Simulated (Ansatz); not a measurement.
# CdTe (F-43m): a many-body input that goes wrong, and its mend

What is wrong with this input for CdTe (F-43m)?

Calculated with Ansatz 0.2.0; G0W0 on PBE, plane waves, PAW.

### 1. Starting point

Symmetry: F-43m, No. 216, cubic system. Conventional cell: a = 6.480 Å, b = 6.480 Å, c = 6.480 Å, α = 90.00°, β = 90.00°, γ = 90.00°. Nearest to Cd lie 4 Te at 2.81 Å. Nearest to Te lie 4 Cd at 2.81 Å. Farther neighbours and most contacts between anions are not listed.

Structure file:

```cif
data_structure
_symmetry_space_group_name_H-M 'P 1'
_symmetry_Int_Tables_number 1
_cell_length_a 4.5821
_cell_length_b 4.5821
_cell_length_c 4.5821
_cell_angle_alpha 60.000
_cell_angle_beta 60.000
_cell_angle_gamma 60.000
_cell_volume 68.02
loop_
_atom_site_label
_atom_site_type_symbol
_atom_site_fract_x
_atom_site_fract_y
_atom_site_fract_z
_atom_site_occupancy
Cd1 Cd 0.00000 0.00000 0.00000 1
Te2 Te 0.25000 0.25000 0.25000 1
```

The cell and positions come from the Crystallography Open Database and are kept as given unless a step says otherwise. Spin-orbit coupling is left out unless a step names it. The default PAW set here is soft_2. Its files were made with PBE.

### 2. First try

File input.yaml:

```yaml
crystal:
  lattice:
    - [0.0, 3.24, 3.24]
    - [3.24, 0.0, 3.24]
    - [3.24, 3.24, 0.0]
  atoms:
    - { symbol: Cd, position: [0.0, 0.0, 0.0] }
    - { symbol: Te, position: [0.25, 0.25, 0.25] }
kpoints:
  mp_grid: { grid: [4, 4, 4] }
hamiltonian:
  xc: pbe
scf:
  occupations: { method: fixed }
gw:
  n_empty_bands: 4
  ecut_chi: 40
  qp_bands: [v2, c2]
  qp_kpoints: band_edges
  screening: { model: contour_deformation }
```

The run is started by

```
$ ansatz run input.yaml --threads 3 --pin off --max-ram 92160MiB --backend cuda --events-out ev --progress --plain --runs-dir out --devices 1 --max-vram 13GiB
```

Numbers of over 12 decimals in the logs are rounded to 6 here.

The program printed:

```text
GPUs: using 1 of 1 available (devices: 1).
Engine: ansatz 0.2.0, x86_64-unknown-linux-gnu
Pseudopotentials: kind: paw
Pseudopotential: Cd, paw, valence charge 20, recommended cutoff 420 eV (normal), Cd.paw.azcp
Pseudopotential: Te, paw, valence charge 16, recommended cutoff 420 eV (normal), Te.paw.azcp
Functional definition: PBE
  parameter kappa = 0.804
  parameter beta = 0.066725
  exchange = pbe_x(kappa = kappa, mu = beta*pi^2/3)
  correlation = pbe_c(beta = beta)
device memory: the entry about to start is reckoned to put 1.1 GiB on a device that reports 63.0 GiB free (of which the cap on the GPU budget leaves the run 13.0 GiB)
GPU FFT provider: cuFFT
GPU libraries: cuBLAS 13.8.2, cuFFT 12.4.0, cuSOLVER 12.3.4
Crystal: 2 atoms, lattice volume = 68.024 Å³
Basis set: ecut = 420 eV, 1363 PW (Γ)
Bands: 22, of which v1, the nominal top of the filled ones, is band 18 counted from 1 (17 counted from 0)
Symmetry: 24 space group operations
Space group: F-43m (ITA 216), of the structure as read, at distance tolerance 4.1e-5 Å
k-points: 8 of 64 (time reversal used)
Non-local potential: Cd, projectors of the file, l = 0: 3, l = 1: 2, l = 2: 2, l = 3: 1
Non-local potential: Te, projectors of the file, l = 0: 2, l = 1: 2, l = 2: 2, l = 3: 2
PAW form: soft (Blöchl's): semilocal exchange-correlation on the pseudo side does not see the compensation charge
PAW one-centre angular grid: Cd, 590 points (default); XC on 64 Gauss nodes
PAW one-centre angular grid: Te, 590 points (default); XC on 64 Gauss nodes
Initial density: superposition of atomic densities (neutral atoms: chi_scale 0, normalization atom), corrected by the library's trained network
Initial wavefunctions: pseudopotential atomic-orbital guess
GPU buffer pool allocated for 32768 grid points (all kernels)
GPU transforms: local potential and band sums: pruned to the plane-wave sphere, on 30×32×32
Functional: x = pbe(κ = 0.804, μ = 0.219515), c = pbe(β = 0.066725)
SCF iter   1: F=—  HF=-15235.242811 eV  |F-HF|=—  |Δ(HF+E_count)|=         —  Δρ=6.83e-4  dr2=5.87e-4  ethr=1.77e-3  ⟨swp⟩=4.9  Hψ=686  notcnv=0  defer=14
preconditioner: auto → none  [insulator: Δε(μ)=0.753 eV  Ē_g=11.373 eV  n_scr=14 (ndim 8)  ℏωp=19.1 eV  f_vac=0.191  ε∞_Penn≈3.8]
SCF iter   2: F=—  HF=-15235.242897 eV  |F-HF|=—  |Δ(HF+E_count)|=   8.62e-5  Δρ=3.05e-4  dr2=5.50e-5  ethr=1.63e-6  ⟨swp⟩=4.1  Hψ=497  notcnv=0  defer=12
SCF iter   3: F=—  HF=-15235.242932 eV  |F-HF|=—  |Δ(HF+E_count)|=   3.45e-5  Δρ=1.04e-4  dr2=5.48e-6  ethr=1.53e-7  ⟨swp⟩=2.0  Hψ=320  notcnv=0  defer=12
SCF iter   4: F=—  HF=-15235.242954 eV  |F-HF|=—  |Δ(HF+E_count)|=   2.25e-5  Δρ=4.29e-5  dr2=9.66e-7  ethr=1.52e-8  ⟨swp⟩=2.0  Hψ=253  notcnv=0  defer=14
iter 5 did not close the SCF: its close was put off for the readings that it lacked (scf_convergence_deferred on its scf_iter line)
SCF iter   5: F=-15235.242962 eV  HF=-15235.242962 eV  |F-HF|=4.22e-7  |Δ(HF+E_count)|=   8.02e-6  Δρ=9.16e-6  dr2=4.61e-8  ethr=2.68e-9  ⟨swp⟩=2.0  Hψ=251  notcnv=0  defer=16
SCF iter   6: F=-15235.242963 eV  HF=-15235.242963 eV  |F-HF|=3.50e-9  |Δ(HF+E_count)|=   4.90e-7  Δρ=1.06e-6  dr2=1.16e-9  ethr=1.28e-10  ⟨swp⟩=4.6  Hψ=689  notcnv=0
SCF 1 converged in 6 iterations: F = -15235.242963 eV  dr2 = 1.16e-9
[...]
device memory: the entry about to start is reckoned to put 1.6 GiB on a device that reports 63.2 GiB free (of which the cap on the GPU budget leaves the run 13.0 GiB)
NSCF: frozen V_eff on 8 k-points
[...]
device memory: the entry about to start is reckoned to put 1.1 GiB on a device that reports 64.1 GiB free (of which the cap on the GPU budget leaves the run 13.0 GiB)
NSCF: frozen V_eff on 8 k-points
G₀W₀ screening: q 1/8
[... further progress lines ...]
device memory: the entry about to start is reckoned to put 0.4 GiB on a device that reports 64.1 GiB free (of which the cap on the GPU budget leaves the run 13.0 GiB)
NSCF: frozen V_eff on 1 k-points
SCF converged after 6 iterations
Free energy (F): -15235.242963 eV
Harris-Foulkes:  -15235.242963 eV  (|F-HF|=3.50e-9)
Internal energy: -15235.242963 eV  (E = F + TS)
E sigma→0 (E₀):  -15235.242963 eV
Fermi energy:    7.493305 eV
--- Per-component energies (eV) ---
  E_band       = -788.927521
  E_kinetic    = 685.965725
  E_local      = -5419.153341  (includes V_loc(G=0)·N_el)
  E_nonlocal   = -276.664330
  E_hartree    = 2733.827812
  E_xc         = -301.206715
  E_vxc        = -326.025417  (∫ρ·V_xc dr)
  E_paw        = -8745.987678  (= ΣΔE_a)
  E_vpaw       = -920.707399  (= ΣTr[D̂ρ^β])
  E_aug_tail   = -0.000149  (compensation charges beyond the density's cutoff)
  E_ewald      = -3912.024287
  E_smearing   = -0.000000  (= −TS)
  E_closure    = 0.000000  (closes the sum)
  Σ components = -15235.242963   (vs F -15235.242963, Δ=0.00e0)
--- Band table (eV; the first three rows and the last of 8) ---
  k-point 0: bands = [... 14 lower, -0.5564, 7.4933, 7.4933, 7.4933, 8.2549, 12.0932, 12.0932, 12.0932]
  k-point 1: bands = [... 14 lower, -0.5568, 4.7640, 7.0639, 7.0639, 9.4755, 12.6447, 12.6447, 12.8540]
  k-point 2: bands = [... 14 lower, -0.1996, 3.0635, 6.7169, 6.7169, 9.3049, 12.6857, 12.6857, 14.5530]
  k-point 7: bands = [... 14 lower, 0.0230, 3.3010, 5.1687, 5.2940, 11.7422, 12.1727, 13.0480, 13.8033]
--- G₀W₀: contour deformation, 7 samples at zero and on the imaginary axis and 2 off it, 64 q-points, 4 empty bands' worth ---
  eigenvalues of the whole cell's RPA ε∞ on this k-mesh (on a slab, of 1 + 4πα/V) = 25.6112, 25.6112, 25.6112; static W/v taken at q = 0 is 0.039045
  bands read: the sum over 22 bands ends inside a degenerate multiplet in 1 slot, whose members it reads at an even weight; the widest, k=6: bands 22 to 23 (counted from 1) at 1/2 each
  gw.qp_kpoints: band_edges: 5 of 8 stored k-points solved, in 1 pass; an edge of the gap read off the rows below is read off those points alone
    valence top: of the k-points left out ik 5 came nearest to being solved in a further pass, in band 18 (counted from 1, as in the quasiparticle table): it holds the edge there only if its correction is more favourable than any solved in that band by at least 0.807 eV; those differ by 0.278 eV
    conduction bottom: of the k-points left out ik 4 came nearest to being solved in a further pass, in band 19 (counted from 1, as in the quasiparticle table): it holds the edge there only if its correction is more favourable than any solved in that band by at least 1.498 eV; those differ by 0.785 eV
  `?` marks the rows in doubt; gw_qp.tsv's column doubts and the gw_qp event give each row's grounds
    ik  band        ε_KS         Σx   Σc(E_QP)       V_xc       Z   E_QP_lin       E_QP  E_QP is
     0    17      7.4933   -17.9153     2.5782   -15.8818  0.7513     8.0265     8.0380  root
     0    18      7.4933   -17.9153     2.5782   -15.8818  0.7513     8.0265     8.0380  root
     0    19      8.2549    -9.3458    -2.2905   -13.3112  0.7696     9.8406     9.9299  root
     0    20     12.0932    -6.6148    -2.4983   -10.8472  0.7623    13.7376    13.8273  root
     1    17      7.0639   -17.2942     2.6338   -15.1350  0.7457     7.5293     7.5385  root
     1    18      7.0639   -17.2942     2.6338   -15.1350  0.7457     7.5293     7.5385  root
     1    19      9.4755    -8.7018    -2.3035   -12.6953  0.7677    11.0812    11.1655  root
     1    20     12.6447    -6.7352    -2.6140   -11.1138  0.7591    14.3291    14.4094  root
     2    17      6.7169   -16.9106     2.7185   -14.6120  0.7400     7.1292     7.1368  root
     2    18      6.7169   -16.9106     2.7185   -14.6120  0.7400     7.1292     7.1368  root
     2    19      9.3049    -8.3643    -2.3508   -12.3052  0.7696    10.8312    10.8949  root ?
     2    20     12.6857    -6.5003    -2.5727   -10.7698  0.7601    14.3055    14.3825  root
     3    17      6.4056   -16.4565     2.7421   -14.0845  0.7351     6.7694     6.7756  root
     3    18      6.4056   -16.4565     2.7421   -14.0845  0.7351     6.7694     6.7756  root
     3    19     10.4297    -8.8765    -2.3643   -12.9953  0.7629    12.1018    12.1841  root
     3    20     10.8230    -6.4731    -2.5116   -10.2715  0.7733    12.1390    12.1097  root ?
     6    17      5.6269   -15.6794     2.9587   -12.9877  0.7180     5.8901     5.8938  root
     6    18      5.6269   -15.6794     2.9587   -12.9877  0.7180     5.8901     5.8938  root
     6    19     10.0947    -5.9079    -2.4956    -9.3728  0.7776    11.1145    11.0641  root
     6    20     10.1631    -8.0919    -2.3596   -11.9388  0.7696    11.6197    11.6504  root ?
```

Elapsed: 20 s, on 1 × NVIDIA H100 80GB HBM3 (shared by 6 runs) with 3 threads of AMD EPYC 7R13 (Zen 3), shared host; peak memory 1 GiB.

Reading the cycles: dr2 is the Hartree energy of the density residual (eV), the measure of convergence; HF is the Harris–Foulkes estimate of the energy, which meets the free energy F at convergence.

Q: What is the fault?

The run ended normally, though the input holds a fault or crude settings.

The fault: four empty bands in G0W0. The sums over empty states are cut off almost at the gap, so screening and correlation are far from complete.

It printed a gap of 1.89 eV, which is an artefact of the settings.

### 3. A better input

G0W0 replaces the xc potential by the self-energy, built once from these orbitals. Only a window of levels is corrected, while the sums run over the empty bands that the input names.

input.yaml: that of step 2 with these lines changed.

```diff
@@ -15,4 +15,4 @@
 gw:
-  n_empty_bands: 4
-  ecut_chi: 40
+  n_empty_bands: 203
+  ecut_chi: 120
   qp_bands: [v2, c2]
```

The program printed:

```text
GPUs: using 1 of 1 available (devices: 1).
[...]
GPU FFT provider: cuFFT
GPU libraries: cuBLAS 13.8.2, cuFFT 12.4.0, cuSOLVER 12.3.4
Crystal: 2 atoms, lattice volume = 68.024 Å³
Basis set: ecut = 420 eV, 1363 PW (Γ)
Bands: 22, of which v1, the nominal top of the filled ones, is band 18 counted from 1 (17 counted from 0)
Symmetry: 24 space group operations
[...]
k-points: 8 of 64 (time reversal used)
[...]
GPU buffer pool allocated for 32768 grid points (all kernels)
[...]
SCF iter   1: F=—  HF=-15235.242811 eV  |F-HF|=—  |Δ(HF+E_count)|=         —  Δρ=6.83e-4  dr2=5.87e-4  ethr=1.77e-3  ⟨swp⟩=4.9  Hψ=686  notcnv=0  defer=14
[...]
SCF iter   6: F=-15235.242963 eV  HF=-15235.242963 eV  |F-HF|=3.50e-9  |Δ(HF+E_count)|=   4.90e-7  Δρ=1.06e-6  dr2=1.16e-9  ethr=1.28e-10  ⟨swp⟩=4.6  Hψ=689  notcnv=0
SCF 1 converged in 6 iterations: F = -15235.242963 eV  dr2 = 1.16e-9
[...]
0    17      7.4933   -17.9153     1.5163   -15.8818  0.7367     6.9557     6.9761  root
     0    18      7.4933   -17.9153     1.5163   -15.8818  0.7367     6.9557     6.9761  root
     0    19      8.2549    -9.3458    -3.8728   -13.3112  0.7586     8.3479     8.3475  root
     0    20     12.0932    -6.6148    -4.1721   -10.8472  0.7406    12.1536    12.1533  root
     1    17      7.0639   -17.2942     1.6110   -15.1350  0.7335     6.4912     6.5157  root
     1    18      7.0639   -17.2942     1.6110   -15.1350  0.7335     6.4912     6.5157  root
     1    19      9.4755    -8.7018    -3.9077   -12.6953  0.7527     9.5616     9.5613  root
     1    20     12.6447    -6.7352    -4.3086   -11.1138  0.7353    12.7150    12.7148  root
[...]
6    17      5.6269   -15.6794     2.0644   -12.9877  0.7148     4.9584     4.9995  root
     6    18      5.6269   -15.6794     2.0644   -12.9877  0.7148     4.9584     4.9995  root
     6    19     10.0947    -5.9079    -3.6163    -9.3728  0.7623     9.9444     9.9433  root
     6    20     10.1631    -8.0919    -3.8108   -11.9388  0.7517    10.1993    10.1992  root
[key lines of the parts left out:]
SCF converged after 6 iterations
Free energy (F): -15235.242963 eV
Fermi energy:    7.493305 eV
```

It took 19 s on 1 × NVIDIA H100 80GB HBM3 (shared by 6 runs) with 3 threads; peak memory 1.2 GiB; 6 s of CPU time.

This step gave:

* bands summed: 221
* RPA ε∞ on this mesh (eigenvalues): 26.12, 26.12, 26.12
* plane waves in the screening matrix: 181
* q-points in the mesh: 64
* G0W0 gap on the mesh: 1.371 eV
* k of the valence top: 0, 0, 0
* k of the conduction bottom: 0, 0, 0
* starting gap on the mesh: 0.7616 eV
* Z at the valence top: 0.7367
* Z at the conduction bottom: 0.7586
* least direct G0W0 gap on the computed points: 1.371 eV

The gap on the mesh goes from 0.76 eV to 1.37 eV, a correction of +0.61 eV. Between the two edge states, bare exchange in place of the xc potential would open the gap by 6.00 eV, and correlation takes back 5.39 eV.

### 4. Summary of results

| Quantity | Value |
| --- | --- |
| first try | converged after 20 s |
| better run | G0W0 gap on the mesh 1.37 eV (4×4×4 mesh, 203 empty bands, screening to 120 eV) |

In words: The second run differs in: empty bands and screening cutoff (eV). Bands and cutoff are finite, so the gap is not at the basis limit. The miss can reach some tenths of an eV and take either sign; the mesh is an error of its own. The 4×4×4 mesh is coarse for this cell (its supercell is 18 Å along the shortest edge). The RPA ε∞ on it, from the PBE start, is 26.12; such meshes misread the long-range screening, most where the gap is narrow. The RPA ε∞ on this mesh reaches over 25; with a narrow direct gap a coarse mesh can overstate it, and the correction is then too small. The many-body steps are scalar-relativistic: spin-orbit coupling is not in them.

[Paths, hosts, dates, memory and timing lines, banners, echoed tables and standing remarks are left out of the program output.]

[Logs are printed without paths, hosts, clocks, repeated set-up lines and the standing remarks that a program may print on its own settings, such as how far it seeks lower states.]

[Runs of the session that timed out or met a known fault of the program may be left out.]

[Cells called generated may have been cut or substituted from an entry of the Crystallography Open Database or the Materials Project.]

[Hosts, paths, dates, database ids (printed as entryN), source tags and the programs' standing remarks are cut or masked in the printed files.]
